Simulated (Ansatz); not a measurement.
# 1T-TaO2 bilayer (AA) in a perpendicular field

Aim: how the 1T-TaO2 bilayer (AA) screens a field along its normal, and what the field does to its bands. A positive field points along +c.

Calculated with Ansatz 0.2.0; plane-wave DFT, PBE-D3(BJ), Ansatz PAW.

This is a report of a sequence of runs, with the program logs left out and the cost of each run kept.

## 1. Starting point

The cell holds 6 atoms: 4 O and 2 Ta. Its edges and angles: a = 3.184 Å, b = 3.184 Å, c = 46.605 Å, α = 90.0°, β = 90.0°, γ = 120.0°. Regions: layer 1: 1T-TaO2, 3 atoms (2 O and 1 Ta); layer 2: 1T-TaO2, 3 atoms (2 O and 1 Ta). Vacuum lies along c.

## 2. Relaxation

The starting cell is a guess, so the in-plane lattice and the atoms are relaxed first, with the slab cut off from its images along the normal.

input.yaml

```yaml
crystal:
  lattice:
    - [3.18449, 0.0, 0.0]
    - [-1.592245, 2.7578492381, 0.0]
    - [0.0, 0.0, 46.6051393132]
  atoms:
    - { symbol: O, position: [0.6666666667, 0.3333333333, 0.416263105] }
    - { symbol: Ta, position: [0.0, 0.0, 0.4425753282], spin: 1.0 }
    - { symbol: O, position: [0.3333333333, 0.6666666667, 0.4688875514] }
    - { symbol: O, position: [0.6666666667, 0.3333333333, 0.5311124486] }
    - { symbol: Ta, position: [0.0, 0.0, 0.5574246718], spin: 1.0 }
    - { symbol: O, position: [0.3333333333, 0.6666666667, 0.583736895] }
  periodic: [true, true, false]
magnetization:
  spin_polarized: true
kpoints:
  mp_grid: { grid: [12, 12, 1] }
hamiltonian:
  xc: pbe
  dispersion: d3bj
scf:
  occupations: { method: fermi_dirac, width: 0.05 }
  convergence: { dr2_threshold: 1.0e-09 }
relax:
  f_tol: 0.004
  max_steps: 90
  cell: {}
output:
  write_potential: true
  write_density: true
  volumetric_format: npy
```

On the command line:

```
$ ansatz run input.yaml --threads 4 --pin off --max-ram 6144MiB --backend cpu --events-out ev --progress --plain --runs-dir out
```

The job ended after 57 s (4 threads of AMD EPYC 9R14 (Zen 4), shared host; peak memory 1.1 GiB; 3.6 min of CPU time).

Step by step:

```tsv
step	energy less that of the first step (eV)	largest force component (eV/Å)	volume (Å³)
1	0.0000	2.7177	409.30
2	-1.3684	0.9801	381.64
3	-1.5219	0.1458	374.03
4	-1.5385	0.1055	370.18
5	-1.5410	0.0087	371.61
6	-1.5410	0.0024	371.89
7*	-1.5243	0.0032	371.89
8	-1.5253	0.0191	371.07
9	-1.5256	0.0037	370.85
10*	-1.5247	0.0038	370.85
```

Relaxation steps marked * repeat the geometry before them on a plane-wave basis chosen anew for their cell, so energy and pressure can jump there.

The run keeps the 12 symmetry operations that the program found, so distortions that break them were not tested.

```tsv
cell as run	before	after	change
a (Å)	3.184	3.031	-4.8 %
b (Å)	3.184	3.031	-4.8 %
```

The atoms that moved most (Å, along periodic axes as changes of fractional coordinates times the final cell, across vacuum about the mean position):

```tsv
atom	dx	dy	dz	length
O6	0.000	0.000	-0.378	0.378
O1	0.000	0.000	0.378	0.378
Ta5	0.000	0.000	-0.276	0.276
Ta2	0.000	0.000	0.276	0.276
O3	0.000	0.000	0.171	0.171
O4	0.000	0.000	-0.171	0.171
```

Final coordinates:

```cif
data_structure
_symmetry_space_group_name_H-M 'P 1'
_symmetry_Int_Tables_number 1
_cell_length_a 3.0312
_cell_length_b 3.0312
_cell_length_c 46.6051
_cell_angle_alpha 90.000
_cell_angle_beta 90.000
_cell_angle_gamma 120.000
_cell_volume 370.84
loop_
_atom_site_label
_atom_site_type_symbol
_atom_site_fract_x
_atom_site_fract_y
_atom_site_fract_z
_atom_site_occupancy
O1 O 0.66667 0.33333 0.42437 1
Ta2 Ta 0.00000 0.00000 0.44849 1
O3 O 0.33333 0.66667 0.47255 1
O4 O 0.66667 0.33333 0.52745 1
Ta5 Ta 0.00000 0.00000 0.55151 1
O6 O 0.33333 0.66667 0.57563 1
```

This step gave:

- energy at zero smearing: -22139.1844 eV

The lattice constant a goes from 3.184 to 3.031 Å.

## 3. Single point, field 0, start network

A sawtooth potential applies the field, turning back in the middle of the vacuum. With the dipole correction the typed value is the field outside the slab. The induced dipole is small, so the SCF threshold is tight.

The cell differs from the one that the last finished run ended in (c 46.605 → 25.050 Å).

input.yaml

```yaml
crystal:
  lattice:
    - [3.0311957963, 0.0, 0.0]
    - [-1.5155978981, 2.6250925634, 0.0]
    - [0.0, 0.0, 25.0499071208]
  atoms:
    - { symbol: O, position: [0.6666666667, 0.3333333333, 0.3592827693] }
    - { symbol: Ta, position: [0.0, 0.0, 0.4041745164] }
    - { symbol: O, position: [0.3333333333, 0.6666666667, 0.4489229606] }
    - { symbol: O, position: [0.6666666667, 0.3333333333, 0.5510770394] }
    - { symbol: Ta, position: [0.0, 0.0, 0.5958254836] }
    - { symbol: O, position: [0.3333333333, 0.6666666667, 0.6407172307] }
kpoints:
  mp_grid: { grid: [18, 18, 1] }
  band_path:
    path: [[0, 0, 0], [0.5, 0, 0], [0.33333333, 0.33333333, 0], [0, 0, 0]]
    npoints: 16
hamiltonian:
  xc: pbe
  dispersion: d3bj
scf:
  occupations: { method: fermi_dirac, width: 0.02585 }
  convergence: { dr2_threshold: 1.0e-10 }
efield:
  axis: 3
  dipole_correction: true
  ramp_position: 0.97
  ramp_width: 0.06
  amplitude: 0
output:
  dos: { projected: true, e_range: [-6, 5] }
  bader: true
  write_potential: true
  write_density: true
  volumetric_format: npy
  elf: true
```

Run time: 20 s. Hardware: 4 threads; peak memory 0.68 GiB; 78 s of CPU time.

This step gave:

| Property | Result |
| --- | --- |
| energy at zero smearing | -22139.1904 eV |
| work function, upper face | 5.096 eV |
| dipole along the normal | -6.74e-7 e·Å |

Running mean over a fixed 2.6 Å (it still follows the layers) of the planar mean; the ramp of the sawtooth is left out. The electron's electrostatic potential energy less the Fermi level by z:

z (Å), electron's electrostatic potential energy less the Fermi level (eV) and a bar from the least value:
```
      3.5        5.1 ##############################
      4.0        5.1 ##############################
      4.5        5.1 ##############################
      5.0        5.1 ##############################
      5.5        5.1 ##############################
      6.0        5.1 ##############################
      6.5        5.1 ##############################
      7.0        4.9 ##############################
      7.5        3.6 ############################
      8.0        0.9 #######################
      8.5       -2.9 #################
      9.0       -7.9 ##########
      9.5      -11.8 ###
     10.0      -14.0 
     10.5      -13.2 #
     11.0      -10.1 ######
     11.5       -5.4 ##############
     12.0       -1.4 ####################
     12.5        0.0 ######################
     13.0       -1.1 ####################
     13.5       -4.9 ##############
     14.0       -9.7 #######
     14.5      -13.0 ##
     15.0      -14.1 
     15.5      -12.1 ###
     16.0       -8.3 #########
     16.5       -3.4 #################
     17.0        0.5 #######################
     17.5        3.4 ###########################
     18.0        4.8 ##############################
     18.5        5.1 ##############################
     19.0        5.1 ##############################
     19.5        5.1 ##############################
     20.0        5.1 ##############################
     20.5        5.1 ##############################
     21.0        5.1 ##############################
     21.5        5.1 ##############################
```

The density of states has structure finer than the step of the table below, so its rows give means over 0.2 eV. Peaks (eV: height): -5.70: 9.91, -5.45: 8.98, -5.37: 7.93, -5.31: 9.21, -4.68: 10.9, -3.93: 8.74, 0.12: 8.15.

The density of states by energy, zero at the Fermi level; means over each step:

energy (eV), density of states (states/eV a cell) and a bar:
```
     -5.8        6.8 #######################
     -5.6        8.7 ##############################
     -5.4        6.9 ########################
     -5.2        3.5 ############
     -5.0        3.4 ############
     -4.8        6.4 ######################
     -4.6        6.9 ########################
     -4.4        5.5 ###################
     -4.2        6.0 #####################
     -4.0        4.2 ###############
     -3.8        0.0 
     -3.6        0.0 
     -3.4        0.0 
     -3.2        0.0 
     -3.0        0.0 
     -2.8        0.0 
     -2.6        0.0 
     -2.4        0.0 
     -2.2        0.0 
     -2.0        0.0 
     -1.8        0.0 
     -1.6        0.0 
     -1.4        0.0 
     -1.2        0.0 
     -1.0        0.0 
     -0.8        0.1 
     -0.6        2.2 ########
     -0.4        2.6 #########
     -0.2        3.0 ##########
      0.0        4.5 ###############
      0.2        4.4 ###############
      0.4        2.5 #########
      0.6        2.2 #######
      0.8        3.5 ############
      1.0        2.3 ########
      1.2        2.3 ########
      1.4        2.6 #########
      1.6        3.5 ############
      1.8        4.5 ###############
```

Projected DOS per atom over height of the atomic layer and energy from the Fermi level. Layers: O Ta O O Ta O from below.

Ten even steps from '_' (0.00 states/eV) to '@' (1.63 states/eV), each cell a mean:
```
..@@....@@..
__**____**__
__++____++__
__**____**__
__**____**__
..@@....@@..
..++....++..
__::____::__
____________
____________
____________
____________
____________
____________
____________
____________
++__++++__++
%%__%%%%__%%
@@..@@@@..@@
==..====..==
%%--@@@@--%%
%%--####--%%
```
Columns: height of the atomic layer (Å) from 9 to 16.0 (not evenly spaced); rows upwards: energy from the Fermi level (eV) from -5.96 to 1.96.

The electronic bands at the labelled points (eV, zero at the Fermi level):

```tsv
point	band 21	band 22	band 23	band 24	band 25	band 26	band 27	band 28
Γ	-4.09	-4.09	-4.05	-4.05	0.15	0.15	0.17	0.17
halfway	-4.76	-4.70	-4.12	-3.96	-0.29	-0.24	1.46	1.48
M	-4.70	-4.67	-4.59	-4.35	-0.73	-0.72	2.50	2.55
halfway	-5.49	-5.42	-4.68	-4.51	-0.05	-0.03	2.03	2.09
K	-5.40	-5.40	-4.90	-4.72	0.90	1.04	1.46	1.46
halfway	-5.39	-5.36	-4.07	-4.02	0.31	0.39	0.67	0.74
Γ	-4.09	-4.09	-4.05	-4.05	0.15	0.15	0.17	0.17
```

Electrostatic potential energy in the ca plane at fractional y = 0.000, with atoms of Ta within 0.2 Å of it. With pseudopotentials it is smooth inside the atoms' cores, unlike the true potential.

Values in eV, 5 rows by 16 columns, each cell a mean:
```
  7   7   7   7   7   7   6  -4 -49 -28   3   5 -12 -54 -16   5
  7   7   7   7   7   7   6   1 -14  -7   4   6  -2 -15  -3   5
  7   7   7   7   7   7   6   2  -3  -1   5   6   1  -4   0   6
  7   7   7   7   7   7   6   0 -24 -12   4   5  -4 -26  -6   5
  7   7   7   7   7   7   6  -6 -55 -33   3   5 -15 -61 -20   5
```
Columns run along c (16.0 Å, from fractional 0.06 to 0.70 of the cell; values clipped at the 3rd and 97th percentile), rows up along a (3.0 Å). Atoms in or near the plane, at fractional coordinates: Ta at (0.40, 0.00), Ta at (0.60, 0.00).

Valence density in the ca plane at fractional y = 0.000, with atoms of Ta within 0.2 Å of it. It is the smooth field of the valence electrons, not physical close to the nuclei.

Ten even steps from '0' (0.0 e/Å³) to '9' (4.3 e/Å³), each cell a mean:
```
00000000000000000000016997200000001599820000
00000000000000000000002563100000000256310000
00000000000000000000000111000000000011100000
00000000000000000000010000110000001000011000
00000000000000000000010000100000001000010000
00000000000000000000001221000000000123100000
00000000000000000000014895100000000389610000
00000000000000000000017988200000001698930000
```
Columns run along c (16.0 Å, from fractional 0.06 to 0.70 of the cell), rows up along a (3.0 Å). Atoms in or near the plane, at fractional coordinates: Ta at (0.40, 0.00), Ta at (0.60, 0.00).

ELF in the ca plane at fractional y = 0.000, with atoms of Ta within 0.2 Å of it. It is the smooth field of the valence electrons, not physical close to the nuclei.

Ten even steps from '0' (0.00) to '9' (0.70), each cell a mean:
```
00000000000000000000149759510000013975961100
00000000000000000002225996222000122489722210
00000000000000000025753222565200466322246641
00000000000000000147986325897301698632489852
00000000000000000137874213787201588521368752
00000000000000000013433553343100343256324420
00000000000000000001128999311000112799941100
00000000000000000000149429610000014951971000
```
Columns run along c (16.0 Å, from fractional 0.06 to 0.70 of the cell), rows up along a (3.0 Å). Atoms in or near the plane, at fractional coordinates: Ta at (0.40, 0.00), Ta at (0.60, 0.00).

The work function of the upper face is 5.10 eV.

## 4. Single point, field 0.05 V/Å

Changes to input.yaml since step 3:

```diff
@@ -28,6 +28,4 @@
   ramp_width: 0.06
-  amplitude: 0
+  amplitude: 0.05
 output:
-  dos: { projected: true, e_range: [-6, 5] }
-  bader: true
   write_potential: true
@@ -35,2 +33 @@
   volumetric_format: npy
-  elf: true
```

The job ended after 6.3 s (4 threads; peak memory 0.65 GiB).

The dipole is 0.0178 e·Å.

## 5. Atoms held, field -0.05 V/Å

Changes to input.yaml since step 4:

```diff
@@ -28,3 +28,3 @@
   ramp_width: 0.06
-  amplitude: 0.05
+  amplitude: -0.05
 output:
```

The job ended after 6.3 s (4 threads; peak memory 0.65 GiB).

The dipole is -0.0178 e·Å.

## 6. Atoms held, field 0.1 V/Å

Changes to input.yaml since step 5:

```diff
@@ -26,5 +26,5 @@
   dipole_correction: true
-  ramp_position: 0.97
-  ramp_width: 0.06
-  amplitude: -0.05
+  ramp_position: 0.9345
+  ramp_width: 0.1309
+  amplitude: 0.1
 output:
```

It took 6.3 s on 4 threads; peak memory 0.65 GiB; 24 s of CPU time.

The dipole is 0.0356 e·Å.

## 7. Single point, field 0.2 V/Å

Changes to input.yaml since step 6:

```diff
@@ -28,3 +28,3 @@
   ramp_width: 0.1309
-  amplitude: 0.1
+  amplitude: 0.2
 output:
```

Wall time 6.3 s (4 threads); peak memory 0.66 GiB.

The dipole is 0.0711 e·Å.

## 8. Single point, field 0.3 V/Å

Changes to input.yaml since step 7:

```diff
@@ -26,6 +26,8 @@
   dipole_correction: true
-  ramp_position: 0.9345
-  ramp_width: 0.1309
-  amplitude: 0.2
+  ramp_position: 0.9317
+  ramp_width: 0.1367
+  amplitude: 0.3
 output:
+  dos: { projected: true, e_range: [-6, 5] }
+  bader: true
   write_potential: true
@@ -33 +35,2 @@
   volumetric_format: npy
+  elf: true
```

The job ended after 21 s (4 threads; peak memory 0.67 GiB).

The dipole is 0.107 e·Å.

## 9. Response, atoms held

This step: plane-wave DFT, PBE-D3(BJ), Ansatz PAW; response to a field along the normal, atoms held (Ansatz 0.2.0).

The dipoles give the slope, and the difference of two potentials shows where the field is screened.

This step gave:

```
equivalent conductor thickness p/(ε₀AE) : 8.086 Å
distance between the outer atoms        : 7.050 Å
```

Table of dipole of the cell by applied field:

```tsv
applied field (V/Å)	dipole of the cell (e·Å)
-0.050	-0.0178
0.000	-6.7e-7
0.050	0.0178
0.100	0.0356
0.200	0.0711
0.300	0.107
```

Local field over the applied field, running mean. From the potentials at -0.05 and 0.05 V/Å; running mean over 2.5 Å. The local field over applied field by z:

z (Å), local field over applied field and a bar from the least value:
```
      4.5      1.000 ##############################
      5.0      1.000 ##############################
      5.5      0.998 ##############################
      6.0      0.994 ##############################
      6.5      0.978 #############################
      7.0      0.930 ############################
      7.5      0.824 #########################
      8.0      0.673 ####################
      8.5      0.496 ###############
      9.0      0.323 ##########
      9.5      0.178 ######
     10.0      0.084 ###
     10.5      0.032 ##
     11.0      0.007 #
     11.5     -0.011 #
     12.0     -0.024 
     12.5     -0.029 
     13.0     -0.025 
     13.5     -0.013 
     14.0      0.005 #
     14.5      0.028 ##
     15.0      0.077 ###
     15.5      0.166 ######
     16.0      0.307 ##########
     16.5      0.478 ###############
     17.0      0.656 ####################
     17.5      0.810 ########################
     18.0      0.922 ############################
     18.5      0.975 #############################
     19.0      0.993 ##############################
     19.5      0.998 ##############################
     20.0      0.999 ##############################
     20.5      1.000 ##############################
     21.0      1.000 ##############################
```

Electrons, planar mean, per unit field. Induced electron density against z:

z (Å), induced electron density (e/Å³ per V/Å) and a bar from the least value:
```
      4.5    0.00000 ###############
      5.0    0.00000 ###############
      5.5    0.00001 ###############
      6.0    0.00002 ###############
      6.5    0.00009 ###############
      7.0    0.00030 ################
      7.5    0.00098 ###################
      8.0    0.00262 ##########################
      8.5    0.00366 ##############################
      9.0    0.00173 ######################
      9.5    0.00096 ###################
     10.0    0.00018 ###############
     10.5    0.00028 ################
     11.0    0.00036 ################
     11.5    0.00013 ###############
     12.0    0.00008 ###############
     12.5    0.00000 ###############
     13.0   -0.00007 ##############
     13.5   -0.00012 ##############
     14.0   -0.00032 #############
     14.5   -0.00032 #############
     15.0   -0.00022 ##############
     15.5   -0.00071 ############
     16.0   -0.00178 #######
     16.5   -0.00345 
     17.0   -0.00282 ###
     17.5   -0.00109 ##########
     18.0   -0.00034 #############
     18.5   -0.00010 ##############
     19.0   -0.00003 ##############
     19.5   -0.00001 ###############
     20.0    0.00000 ###############
     20.5    0.00000 ###############
     21.0    0.00000 ###############
```

By hand: between -0.05 and 0.05 V/Å the dipole changes by 0.03556 e·Å, a slope of 0.3556 e·Å²/V. A perfect conductor of thickness t has p = ε₀AEt, so t = 180.95 × 0.3556 / 7.957 = 8.09 Å (e/ε₀ = 180.95 V·Å, A in Å²).

The induced dipole is that of a conductor 8.09 Å thick.

## 10. Relaxing in the field, field 0.1 V/Å

This step: plane-wave DFT, PBE-D3(BJ), Ansatz PAW (Ansatz 0.2.0).

Now the atoms may follow the field. A weak field makes forces of meV/Å to tens of meV/Å, so the force tolerance is set well below the usual one.

input.yaml, the sections that differ from step 8:

```yaml
kpoints:
  mp_grid: { grid: [12, 12, 1] }
efield:
  axis: 3
  dipole_correction: true
  ramp_position: 0.9345
  ramp_width: 0.1309
  amplitude: 0.1
relax:
  f_tol: 0.001
  max_steps: 60
output:
  write_potential: true
  write_density: true
  volumetric_format: npy
# crystal, hamiltonian, scf: as in step 8
```

Elapsed: 5.2 s, on 4 threads; peak memory 0.57 GiB; 19 s of CPU time.

No atom moved by 0.005 Å in the relaxation.

Read from the output:

```yaml
energy_at_zero_smearing: -22139.1855 eV
dipole_along_the_normal: 0.03675 e·Å
```

The relaxation took 3 steps and lowered the energy by 6.2e-5 eV; the largest force on the free atoms ends at 4.1e-4 eV/Å.

The dipole is 0.0368 e·Å.

## 11. Relaxing in the field, field -0.1 V/Å

The opposite sign, again from the field-free geometry; the difference of the two cancels what relaxes without a field.

Changes to input.yaml since step 10:

```diff
@@ -25,3 +25,3 @@
   ramp_width: 0.1309
-  amplitude: 0.1
+  amplitude: -0.1
 relax:
```

Wall time 5.2 s (4 threads); peak memory 0.57 GiB.

No atom moved by 0.005 Å in the relaxation.

Read from the output:

```yaml
dipole_along_the_normal: -0.03675 e·Å
```

The relaxation took 3 steps and lowered the energy by 6.2e-5 eV; the largest force on the free atoms ends at 4.1e-4 eV/Å.

The dipole is -0.0368 e·Å.

(Continued in part 2 of 2.)

[Long decimals in the printed logs are rounded to 6 places.]

[Logs are printed without paths, hosts, clocks, repeated set-up lines and the standing remarks that a program may print on its own settings, such as how far it seeks lower states.]

[Hosts, paths, dates, database ids (printed as entryN), source tags and the programs' standing remarks are cut or masked in the printed files.]

[Maps of the electrostatic potential energy from Ansatz leave out the sawtooth potential of an applied field or a dipole correction, so their vacuum need not be flat; planar profiles and work functions include it.]

[The density of states shown here was stored with 400 of the rows of the run's finer table, so its peaks can read low, often by over a quarter, or be missed, and its means over a window can be off by a tenth or more.]
